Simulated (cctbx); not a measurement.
## What resolution and counting buy: MnPdRh

Space group Pnma (no. 62), a = 5.3000 Å, b = 3.8450 Å, c = 7.3030 Å, α = 90.00°, β = 90.00°, γ = 90.00°.

```
atom  mult.       x    y       z  Ueq (Å²)
 Pd1      4  0.1567  1/4  0.4417    0.0080
 Rh1      4  0.0419  1/4  0.7856    0.0085
 Mn1      4  0.7040  1/4  0.3920    0.0063
```

The model is made up (kin elements in a known structure type, no relaxation), so it says nothing on whether the phase exists.

Five simulated data sets (cctbx; Mo Kα, λ = 0.71073 Å; 1.5 % proportional error) differ in resolution or exposure (noise floor 15 counts in the first three, 8 in the last two). Each is refined with the right model, isotropic at 1.1 Å and anisotropic otherwise. How do the figures of merit and the uncertainties move?

| d min (Å) | top counts | ⟨I/σ⟩ (unmerged, absences included) | unique | param. (scale apart) | Rint | R1 | GooF | largest s.u. xyz (fractional) | s.u. U of Mn1 (Å²) | largest error (Å) |
| --- | --- | --- | --- | --- | --- | --- | --- | --- | --- | --- |
| 1.1 | 20000 | 18.2 | 72 | 9 | 0.021 | 0.0081 | 1.06 | 0.00029 | 0.0004 | 0.0020 |
| 0.84 | 20000 | 15.2 | 152 | 18 | 0.027 | 0.0088 | 0.86 | 0.00017 | 0.0004 | 0.0009 |
| 0.6 | 20000 | 11.7 | 404 | 18 | 0.036 | 0.0128 | 0.95 | 0.00010 | 0.0002 | 0.0009 |
| 0.75 | 300 | 1.1 | 208 | 18 | 0.397 | 0.0676 | 0.89 | 0.00230 | 0.0072 | 0.0247 |
| 0.75 | 3000 | 5.9 | 208 | 18 | 0.071 | 0.0201 | 0.90 | 0.00035 | 0.0009 | 0.0034 |

The number of reflections grows roughly as 1/d³: 72, 152 and 404 here. R1 follows the noise rather than the truth: at 300 counts it is 0.0676, at 3000 counts 0.0201, while GooF is 0.89 and 0.90: the weights 1/σ² carry the noise. The s.u. of U (U11 where anisotropic) for Mn1 goes 0.0004, 0.0004, 0.0002 Å² with resolution and 0.0072, 0.0009 Å² with exposure.

Hardware for the 0.6 Å refinement: 0.41 s on 1 thread of Arm Neoverse V2 (shared host), peak memory 0.09 GiB.

[Logs are printed without paths, hosts, clocks, repeated set-up lines and the standing remarks that a program may print on its own settings, such as how far it seeks lower states.]
